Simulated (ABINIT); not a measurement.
# Quasiparticle gap of Na2H6Pt (Fm-3m) in ABINIT, part 2 of 3

Aim: the G0W0 gap of Na2H6Pt (Fm-3m) on PBEsol with spin-orbit coupling, step by step.

ABINIT 10.8.3; PBEsol and many-body steps on it, plane waves. Known limits of the many-body steps: not at the basis limit; screening head approximate; d states lean on the start; coarse k mesh.

So far. Step 2 (Ground state): The gap is indirect, with the least direct gap 0.79 eV higher.

## 3. Bands along the symmetry lines

Level of this step: DFT, PBEsol with spin-orbit coupling, plane waves, norm-conserving pseudopotentials (ABINIT).

Levels along a band path, at the cheap level, show where the edges lie and whether the meshes to come will hold them.

The input, run.abi:

```
acell 3*1.0 Angstrom
rprim 
  0.000000000000 3.629315950000 3.629315950000
  3.629315950000 0.000000000000 3.629315950000
  3.629315950000 3.629315950000 0.000000000000
ntypat 3
znucl 11 1 78
natom 9
typat 1 1 2 2 2 2 2 2 3
xred 
  0.750000000000 0.750000000000 0.750000000000
  0.250000000000 0.250000000000 0.250000000000
  0.774464350000 0.774464350000 0.225535650000
  0.225535650000 0.774464350000 0.225535650000
  0.774464350000 0.225535650000 0.225535650000
  0.225535650000 0.225535650000 0.774464350000
  0.774464350000 0.225535650000 0.774464350000
  0.225535650000 0.774464350000 0.774464350000
  0.000000000000 0.000000000000 0.000000000000
pp_dirpath "pseudos"
pseudos "Na.upf, H.upf, Pt.upf"
ecut 38
nspinor 2
iscf -2
irdden 1
kptopt 0
nkpt 26
kpt 
  0.00000000 0.00000000 0.00000000
  0.12500000 0.00000000 0.12500000
  0.25000000 0.00000000 0.25000000
  0.37500000 0.00000000 0.37500000
  0.50000000 0.00000000 0.50000000
  0.53125000 0.06250000 0.53125000
  0.56250000 0.12500000 0.56250000
  0.59375000 0.18750000 0.59375000
  0.62500000 0.25000000 0.62500000
  0.37500000 0.37500000 0.75000000
  0.28125000 0.28125000 0.56250000
  0.18750000 0.18750000 0.37500000
  0.09375000 0.09375000 0.18750000
  0.00000000 0.00000000 0.00000000
  0.12500000 0.12500000 0.12500000
  0.25000000 0.25000000 0.25000000
  0.37500000 0.37500000 0.37500000
  0.50000000 0.50000000 0.50000000
  0.50000000 0.43750000 0.56250000
  0.50000000 0.37500000 0.62500000
  0.50000000 0.31250000 0.68750000
  0.50000000 0.25000000 0.75000000
  0.50000000 0.18750000 0.68750000
  0.50000000 0.12500000 0.62500000
  0.50000000 0.06250000 0.56250000
  0.50000000 0.00000000 0.50000000
istwfk *1
nband 58
nbdbuf 6
tolwfr 1e-08
nstep 40
prtwf 0
prtvol 0
indata_prefix "in"
outdata_prefix "out"
tmpdata_prefix "tmp"
```

Launch:

```sh
$ OMP_NUM_THREADS=1 mpirun -n 4 abinit run.abi > log
```

Numbers of over 12 decimals in the logs are rounded to 6 here.

Output:

```text
.Version 10.8.3 of ABINIT. v10.8.2 released Aug 2026.

 Symmetries : space group Fm -3 m (#225); Bravais cF (face-center cubic)
[... echo of the input left out ...]
== DATASET  1 ==================================================================
-   mpi_nproc: 4, omp_nthreads: 1 (-1 if OMP is not activated)

--- !DatasetInfo
iteration_state: {dtset: 1, }
dimensions: {natom: 9, nkpt: 26, mband: 58, nsppol: 1, nspinor: 2, nspden: 1, mpw: 7261, }
cutoff_energies: {ecut:  38.0, pawecutdg:  -1.0, }
electrons: {nelect:   4.20000000E+01, charge:   0.00000000E+00, occopt:   1.00000000E+00, tsmear:   1.00000000E-02, }

 Real(R)+Recip(G) space primitive vectors, cartesian coordinates (Bohr,Bohr^-1):
 R(1)=  0.0000000  6.8584132  6.8584132  G(1)= -0.0729032  0.0729032  0.0729032
 R(2)=  6.8584132  0.0000000  6.8584132  G(2)=  0.0729032 -0.0729032  0.0729032
 R(3)=  6.8584132  6.8584132  0.0000000  G(3)=  0.0729032  0.0729032 -0.0729032
 Unit cell volume ucvol=  6.4520976E+02 bohr^3
 Angles (23,13,12)=  6.00000000E+01  6.00000000E+01  6.00000000E+01 degrees

 getcut: wavevector=  0.0000  0.0000  0.0000  ngfft=  54  54  54
         ecut(hartree)=     38.000   => boxcut(ratio)=   2.00700

--- Pseudopotential description ------------------------------------------------
- Na Generated using ONCVPSP code by D. R. Hamann
- 11.00000   9.00000  180509                  znucl, zion, pspdat
12 -116133 1 -1 2016                          pspcod,pspxc,lmax,lloc,mmax
     nproj     2     2     0     0
     spin-orbit psp
        nprojso     3     0     0
  pspatm : epsatm=    9.33086523
         --- l  ekb(1:nproj) -->
             0   -0.678102    2.658161
             1   -6.761008   -2.404561
  spin-orbit 1    0.012472    0.006439   -0.000126
 pspatm: atomic psp has been read  and splines computed

- H Generated using ONCVPSP code by D. R. Hamann
-  1.00000   1.00000  180509                  znucl, zion, pspdat
12 -116133 1 -1 1180                          pspcod,pspxc,lmax,lloc,mmax
     nproj     2     2     0     0
     spin-orbit psp
        nprojso     2     0     0
  pspatm : epsatm=    0.35588979
         --- l  ekb(1:nproj) -->
             0   -1.674936   -0.523615
[...]
spin-orbit 1    0.000425   -0.000168
 pspatm: atomic psp has been read  and splines computed

- Pt Generated using ONCVPSP code by D. R. Hamann
- 78.00000  18.00000  180509                  znucl, zion, pspdat
12 -116133 3 -1 1358                          pspcod,pspxc,lmax,lloc,mmax
     nproj     2     4     4     4
     spin-orbit psp
        nprojso     4     4     4
  pspatm : epsatm=   26.53501646
         --- l  ekb(1:nproj) -->
[...]
1    8.292237    1.394318    0.031363    0.000034
             2    2.367289    0.347480    0.006677    0.000051
             3    3.528541    0.380277    0.003389    0.000341
[...]
Non-SCF case, kpt   26 (  0.50000  0.00000  0.50000), residuals and eigenvalues=
[...]
1.4322E-01  1.4322E-01  2.6773E-01  2.6773E-01  3.1239E-01  3.1239E-01
  3.3726E-01  3.3726E-01  3.9940E-01  3.9940E-01  4.0527E-01  4.0527E-01
[...]
--- !ResultsGS
iteration_state: {dtset: 1, }
comment   : Summary of ground state results
lattice_vectors:
- [  0.0000000,   6.8584132,   6.8584132, ]
- [  6.8584132,   0.0000000,   6.8584132, ]
- [  6.8584132,   6.8584132,   0.0000000, ]
lattice_lengths: [   9.69926,    9.69926,    9.69926, ]
lattice_angles: [ 60.000,  60.000,  60.000, ] # degrees, (23, 13, 12)
lattice_volume:   6.4520976E+02
convergence: {deltae:  0.000E+00, res2:  0.000E+00, residm:  9.997E-09, diffor:  0.000E+00, }
etotal    :  -2.25614765E+02
entropy   :   0.00000000E+00
fermie    :   2.27045308E-02
cartesian_stress_tensor: null
pressure_GPa: null
xred      :
- [  7.5000E-01,   7.5000E-01,   7.5000E-01, Na]
- [  2.5000E-01,   2.5000E-01,   2.5000E-01, Na]
- [  7.7446E-01,   7.7446E-01,   2.2554E-01,  H]
- [  2.2554E-01,   7.7446E-01,   2.2554E-01,  H]
- [  7.7446E-01,   2.2554E-01,   2.2554E-01,  H]
- [  2.2554E-01,   2.2554E-01,   7.7446E-01,  H]
- [  7.7446E-01,   2.2554E-01,   7.7446E-01,  H]
- [  2.2554E-01,   7.7446E-01,   7.7446E-01,  H]
- [  0.0000E+00,   0.0000E+00,   0.0000E+00, Pt]
cartesian_forces: null
force_length_stats: {min: null, max: null, mean: null, }

 Integrated electronic density in atomic spheres:
 ------------------------------------------------
 Atom  Sphere_radius  Integrated_density
[...]
================================================================================

 ----iterations are completed or convergence reached----

 Mean square residual over all n,k,spin=   46.863E-10; max=  99.969E-10
 reduced coordinates (array xred) for    9 atoms
[...]
0.225535650000      0.774464350000      0.774464350000
       0.000000000000      0.000000000000      0.000000000000

 cartesian coordinates (angstrom) at end:
[...]
8      5.621552     3.629316     3.629316
    9      0.000000     0.000000     0.000000
 length scales=  1.889726125908  1.889726125908  1.889726125908 bohr
              =  1.000000000000  1.000000000000  1.000000000000 angstroms
 prteigrs : about to open file out_EIG
 Eigenvalues (hartree) for nkpt=  26  k points:
 kpt#   1, nband= 58, wtk=  1.00000, kpt=  0.0000  0.0000  0.0000 (reduced coord)
[...]
kpt#   2, nband= 58, wtk=  1.00000, kpt=  0.1250  0.0000  0.1250 (reduced coord)
[...]
kpt#   3, nband= 58, wtk=  1.00000, kpt=  0.2500  0.0000  0.2500 (reduced coord)
[...]
kpt#  25, nband= 58, wtk=  1.00000, kpt=  0.5000  0.0625  0.5625 (reduced coord)
[...]
0.42307    0.42312
 kpt#  26, nband= 58, wtk=  1.00000, kpt=  0.5000  0.0000  0.5000 (reduced coord)
[...]
-0.00645   -0.00645    0.14322    0.14322    0.26773    0.26773    0.31239    0.31239
   0.33726    0.33726    0.39940    0.39940    0.40527    0.40527    0.42450    0.42453
   0.42478    0.42478

== END DATASET(S) ==============================================================
================================================================================

 -outvars: echo values of variables after computation  --------
            nband          58
             nkpt          26
          spgroup         225
 [... the other variables as echoed above ...]

 Calculation completed.
```

Elapsed: 6.2 min, on 4 MPI ranks of Arm Neoverse N1, shared host; peak memory 0.69 GiB; 25 min of CPU time.

Numbers from this step:

```yaml
gap: 3.280 eV
k_of_the_valence_top: 0.5, 0.5, 0.5
k_of_the_conduction_bottom: 0.5, 0, 0.5
least_direct_gap: 4.073 eV
```

The gap is 3.280 eV, as in the run before at this level.

Electronic bands along the path, in eV, zero at the top of the highest filled band:

```tsv
point	band 39	band 40	band 41	band 42	band 43	band 44	band 45	band 46
Γ	-0.22	-0.22	-0.22	-0.22	5.60	5.60	7.11	7.11
halfway	-0.72	-0.72	-0.45	-0.45	4.58	4.58	7.10	7.10
X	-1.03	-1.03	-0.79	-0.79	3.28	3.28	6.67	6.67
halfway	-1.03	-1.03	-0.79	-0.79	3.50	3.50	6.78	6.78
U	-1.00	-1.00	-0.63	-0.63	4.02	4.02	6.59	6.59
jump to K	-1.00	-1.00	-0.63	-0.63	4.02	4.02	6.59	6.59
halfway	-0.73	-0.73	-0.11	-0.11	5.61	5.61	5.85	5.85
Γ	-0.22	-0.22	-0.22	-0.22	5.60	5.60	7.11	7.11
halfway	-0.51	-0.51	-0.10	-0.10	6.07	6.07	6.11	6.11
L	-0.51	-0.51	0.00	0.00	5.48	5.48	5.62	5.62
halfway	-0.86	-0.86	-0.37	-0.37	4.77	4.77	5.82	5.82
W	-1.09	-1.09	-0.89	-0.89	4.42	4.42	5.99	5.99
halfway	-1.05	-1.05	-0.85	-0.85	3.72	3.72	6.82	6.82
X	-1.03	-1.03	-0.79	-0.79	3.28	3.28	6.67	6.67
```

## 4. Empty states on the mesh, 2×2×2 mesh, 146 bands

The sums over transitions need many empty states on a uniform mesh; this step solves for them.

The input, run.abi:

```
acell 3*1.0 Angstrom
rprim 
  0.000000000000 3.629315950000 3.629315950000
  3.629315950000 0.000000000000 3.629315950000
  3.629315950000 3.629315950000 0.000000000000
ntypat 3
znucl 11 1 78
natom 9
typat 1 1 2 2 2 2 2 2 3
xred 
  0.750000000000 0.750000000000 0.750000000000
  0.250000000000 0.250000000000 0.250000000000
  0.774464350000 0.774464350000 0.225535650000
  0.225535650000 0.774464350000 0.225535650000
  0.774464350000 0.225535650000 0.225535650000
  0.225535650000 0.225535650000 0.774464350000
  0.774464350000 0.225535650000 0.774464350000
  0.225535650000 0.774464350000 0.774464350000
  0.000000000000 0.000000000000 0.000000000000
pp_dirpath "pseudos"
pseudos "Na.upf, H.upf, Pt.upf"
ecut 38
nspinor 2
ngkpt 2 2 2
nshiftk 1
shiftk 0 0 0
kptopt 1
chksymbreak 0
iscf -2
irdden 1
istwfk *1
nband 146
nbdbuf 12
tolwfr 1e-09
nstep 60
prtvol 0
indata_prefix "in"
outdata_prefix "out"
tmpdata_prefix "tmp"
```

Output:

```text
.Version 10.8.3 of ABINIT. v10.8.2 released Aug 2026.

 Symmetries : space group Fm -3 m (#225); Bravais cF (face-center cubic)
[... echo of the input left out ...]
== DATASET  1 ==================================================================
-   mpi_nproc: 4, omp_nthreads: 1 (-1 if OMP is not activated)
-    --> not optimal distribution: autoparal keyword recommended in input file <--

--- !DatasetInfo
iteration_state: {dtset: 1, }
dimensions: {natom: 9, nkpt: 3, mband: 146, nsppol: 1, nspinor: 2, nspden: 1, mpw: 7239, }
cutoff_energies: {ecut:  38.0, pawecutdg:  -1.0, }
electrons: {nelect:   4.20000000E+01, charge:   0.00000000E+00, occopt:   1.00000000E+00, tsmear:   1.00000000E-02, }

 Real(R)+Recip(G) space primitive vectors, cartesian coordinates (Bohr,Bohr^-1):
 R(1)=  0.0000000  6.8584132  6.8584132  G(1)= -0.0729032  0.0729032  0.0729032
 R(2)=  6.8584132  0.0000000  6.8584132  G(2)=  0.0729032 -0.0729032  0.0729032
 R(3)=  6.8584132  6.8584132  0.0000000  G(3)=  0.0729032  0.0729032 -0.0729032
 Unit cell volume ucvol=  6.4520976E+02 bohr^3
 Angles (23,13,12)=  6.00000000E+01  6.00000000E+01  6.00000000E+01 degrees

 getcut: wavevector=  0.0000  0.0000  0.0000  ngfft=  54  54  54
         ecut(hartree)=     38.000   => boxcut(ratio)=   2.00700

--- Pseudopotential description ------------------------------------------------
- Na Generated using ONCVPSP code by D. R. Hamann
- 11.00000   9.00000  180509                  znucl, zion, pspdat
12 -116133 1 -1 2016                          pspcod,pspxc,lmax,lloc,mmax
     nproj     2     2     0     0
     spin-orbit psp
        nprojso     3     0     0
  pspatm : epsatm=    9.33086523
         --- l  ekb(1:nproj) -->
             0   -0.678102    2.658161
             1   -6.761008   -2.404561
  spin-orbit 1    0.012472    0.006439   -0.000126
 pspatm: atomic psp has been read  and splines computed

- H Generated using ONCVPSP code by D. R. Hamann
-  1.00000   1.00000  180509                  znucl, zion, pspdat
12 -116133 1 -1 1180                          pspcod,pspxc,lmax,lloc,mmax
     nproj     2     2     0     0
     spin-orbit psp
        nprojso     2     0     0
  pspatm : epsatm=    0.35588979
         --- l  ekb(1:nproj) -->
             0   -1.674936   -0.523615
[...]
spin-orbit 1    0.000425   -0.000168
 pspatm: atomic psp has been read  and splines computed

- Pt Generated using ONCVPSP code by D. R. Hamann
- 78.00000  18.00000  180509                  znucl, zion, pspdat
12 -116133 3 -1 1358                          pspcod,pspxc,lmax,lloc,mmax
     nproj     2     4     4     4
     spin-orbit psp
        nprojso     4     4     4
  pspatm : epsatm=   26.53501646
         --- l  ekb(1:nproj) -->
[...]
1    8.292237    1.394318    0.031363    0.000034
             2    2.367289    0.347480    0.006677    0.000051
[...]
2.26E-08  5.02E-06
 -3.5483E+00 -3.5483E+00 -2.2727E+00 -2.2727E+00 -1.7891E+00 -1.7891E+00
 -1.7890E+00 -1.7890E+00 -1.7207E+00 -1.7207E+00 -1.7207E+00 -1.7207E+00
 -7.6845E-01 -7.6845E-01 -7.6767E-01 -7.6767E-01 -7.6192E-01 -7.6192E-01
[...]
1.1806E+00  1.1806E+00  1.1844E+00  1.1844E+00  1.1851E+00  1.1851E+00
  1.1851E+00  1.1851E+00  1.2135E+00  1.2135E+00  1.2135E+00  1.2135E+00
  1.2231E+00  1.2231E+00
 prteigrs : prtvol=0 or 1, do not print more k-points.

--- !ResultsGS
iteration_state: {dtset: 1, }
comment   : Summary of ground state results
lattice_vectors:
- [  0.0000000,   6.8584132,   6.8584132, ]
- [  6.8584132,   0.0000000,   6.8584132, ]
- [  6.8584132,   6.8584132,   0.0000000, ]
lattice_lengths: [   9.69926,    9.69926,    9.69926, ]
lattice_angles: [ 60.000,  60.000,  60.000, ] # degrees, (23, 13, 12)
lattice_volume:   6.4520976E+02
convergence: {deltae:  0.000E+00, res2:  0.000E+00, residm:  9.933E-10, diffor:  0.000E+00, }
etotal    :  -2.25614765E+02
entropy   :   0.00000000E+00
fermie    :   2.27045308E-02
cartesian_stress_tensor: null
pressure_GPa: null
xred      :
- [  7.5000E-01,   7.5000E-01,   7.5000E-01, Na]
- [  2.5000E-01,   2.5000E-01,   2.5000E-01, Na]
- [  7.7446E-01,   7.7446E-01,   2.2554E-01,  H]
- [  2.2554E-01,   7.7446E-01,   2.2554E-01,  H]
- [  7.7446E-01,   2.2554E-01,   2.2554E-01,  H]
- [  2.2554E-01,   2.2554E-01,   7.7446E-01,  H]
- [  7.7446E-01,   2.2554E-01,   7.7446E-01,  H]
- [  2.2554E-01,   7.7446E-01,   7.7446E-01,  H]
- [  0.0000E+00,   0.0000E+00,   0.0000E+00, Pt]
cartesian_forces: null
force_length_stats: {min: null, max: null, mean: null, }

 Integrated electronic density in atomic spheres:
 ------------------------------------------------
 Atom  Sphere_radius  Integrated_density
[...]
================================================================================

 ----iterations are completed or convergence reached----

 Mean square residual over all n,k,spin=   42.903E-11; max=  99.332E-11
 reduced coordinates (array xred) for    9 atoms
[...]
0.225535650000      0.774464350000      0.774464350000
       0.000000000000      0.000000000000      0.000000000000

 cartesian coordinates (angstrom) at end:
    1      5.443974     5.443974     5.443974
    2      1.814658     1.814658     1.814658
    3      3.629316     3.629316     5.621552
[...]
8      5.621552     3.629316     3.629316
    9      0.000000     0.000000     0.000000
 length scales=  1.889726125908  1.889726125908  1.889726125908 bohr
              =  1.000000000000  1.000000000000  1.000000000000 angstroms
 prteigrs : about to open file out_EIG
 Eigenvalues (hartree) for nkpt=   3  k points:
 kpt#   1, nband=146, wtk=  0.12500, kpt=  0.0000  0.0000  0.0000 (reduced coord)
[...]
1.15581    1.15581    1.18058    1.18058    1.18058    1.18058    1.18441    1.18441
   1.18506    1.18506    1.18506    1.18506    1.21351    1.21351    1.21351    1.21351
   1.22314    1.22314
 prteigrs : prtvol=0 or 1, do not print more k-points.

== END DATASET(S) ==============================================================
================================================================================

 -outvars: echo values of variables after computation  --------
            nband         146
             nkpt           3
          spgroup         225
 [... the other variables as echoed above ...]

 Calculation completed.
```

It took 3.2 min on 4 MPI ranks; peak memory 0.43 GiB.

This step gave:

```
gap                                                           : 3.280 eV
k of the valence top                                          : 0.5, 0, 0
k of the conduction bottom                                    : 0.5, 0.5, 0
least direct gap                                              : 4.073 eV
k points computed                                             : 3
lowest point of the top converged band, above the valence top : 31.51 eV
```

On this mesh the gap is 3.280 eV.

## 5. Screening, 2×2×2 mesh, 134 bands, screening to 98 eV

The RPA dielectric matrix is built and inverted for each q.

This step: RPA screening on PBEsol with spin-orbit coupling, plane waves, norm-conserving pseudopotentials.

run.abi, as its differences from that of step 4:

```diff
@@ -28,10 +28,11 @@
 chksymbreak 0
-iscf -2
-irdden 1
 istwfk *1
-nband 146
-nbdbuf 12
-tolwfr 1e-09
-nstep 60
-prtvol 0
+occopt 1
+irdwfk 1
+optdriver 3
+nband 134
+ecuteps 3.6
+inclvkb 0
+awtr 1
+symchi 1
 indata_prefix "in"
```

Output:

```text
.Version 10.8.3 of ABINIT. v10.8.2 released Aug 2026.

 Symmetries : space group Fm -3 m (#225); Bravais cF (face-center cubic)
[... echo of the input left out ...]
== DATASET  1 ==================================================================
-   mpi_nproc: 4, omp_nthreads: 1 (-1 if OMP is not activated)

--- !DatasetInfo
iteration_state: {dtset: 1, }
dimensions: {natom: 9, nkpt: 3, mband: 134, nsppol: 1, nspinor: 2, nspden: 1, mpw: 7239, }
cutoff_energies: {ecut:  38.0, pawecutdg:  -1.0, }
electrons: {nelect:   4.20000000E+01, charge:   0.00000000E+00, occopt:   1.00000000E+00, tsmear:   1.00000000E-02, }

 SCREENING: Calculation of the susceptibility and dielectric matrices

 Based on a program developped by R.W. Godby, V. Olevano, G. Onida, and L. Reining.
 Incorporated in ABINIT by V. Olevano, G.-M. Rignanese, and M. Torrent.
.Using double precision arithmetic ; gwpc =  8

[... cell and pseudopotentials left out ...]
--------------------------------------------------------------------------------

 ==== K-mesh for the wavefunctions ====
 Number of points in the irreducible wedge :     3
[... list of points left out ...]
 Together with 48 symmetry operations and time-reversal symmetry
 yields     8 points in the full Brillouin Zone.

 ==== Q-mesh for the screening function ====
 Number of points in the irreducible wedge :     3
[... list of points left out ...]
 Together with 48 symmetry operations and time-reversal symmetry
 yields     8 points in the full Brillouin Zone.

 setmesh: FFT mesh size selected  =    36x   36x   36
          total number of points  =        46656

 vcoul_init : cutoff-mode = AUXILIARY_FUNCTION
 q-points for optical limit:   1
     1)      0.000010    0.000020    0.000030

- screening: taking advantage of time-reversal symmetry
- Maximum band index for partially occupied states nbvw = 42
- Remaining bands to be divided among processors   nbcw = 92
- Number of bands treated by each node ~23

 Number of electrons calculated from density =   42.0000; Expected =   42.0000
 average of density, n =  0.065095
 r_s =    1.5421
 omega_plasma =   24.6110 [eV]

 calculating chi0 at frequencies [eV] :
  1    0.000000E+00    0.000000E+00
  2    0.000000E+00    2.461103E+01

--------------------------------------------------------------------------------
  q-point number  1        q = ( 0.000000, 0.000000, 0.000000) [r.l.u.]
--------------------------------------------------------------------------------
[... chi0 elements left out ...]
 For q-point:  0.000010 0.000020 0.000030
  dielectric constant =   3.8481
  dielectric constant without local fields =   4.7327

  Average fulfillment of the sum rule on Im[epsilon] for q-point    1 :     35.53  [%]
[... wings left out ...]
  q-point number  2        q = ( 0.500000, 0.000000, 0.000000) [r.l.u.]
--------------------------------------------------------------------------------
[... chi0 elements left out ...]
  Average fulfillment of the sum rule on Im[epsilon] for q-point    2 :     42.64  [%]

 [... 1 further q-points ...]
```

Elapsed: 47 s, on 4 MPI ranks; peak memory 1.6 GiB; 3.1 min of CPU time.

Numbers from this step:

```yaml
eps_infinity_with_local_fields_on_this_mesh_along_the_program_s_q_direction: 3.848
the_same_without_local_fields: 4.733
plasma_frequency: 24.61 eV
plane_waves_in_the_screening_matrix: 181
```

Local fields lower ε∞ by 19 %. On a Γ-centred mesh this coarse the value itself is usually too large, while a short band sum pulls it down.

(Part 2 of 3 ends here.)

[Paths, hosts, dates, memory and timing lines, banners, echoed tables and standing remarks are left out of the program output.]

[Logs are printed without paths, hosts, clocks, repeated set-up lines and the standing remarks that a program may print on its own settings, such as how far it seeks lower states.]

[Runs of the session that timed out or met a known fault of the program may be left out.]

[Hosts, paths, dates, database ids (printed as entryN), source tags and the programs' standing remarks are cut or masked in the printed files.]

[G0W0 gaps are taken among the corrected bands and points alone; a level outside them can change the order at an edge.]

[Where Ansatz stands beside ABINIT at settings called matched, ABINIT's density can come from a denser mesh and the files from another edition; pairs whose starting gaps differed by over 0.03 eV were left out, so agreement reads better than it is.]
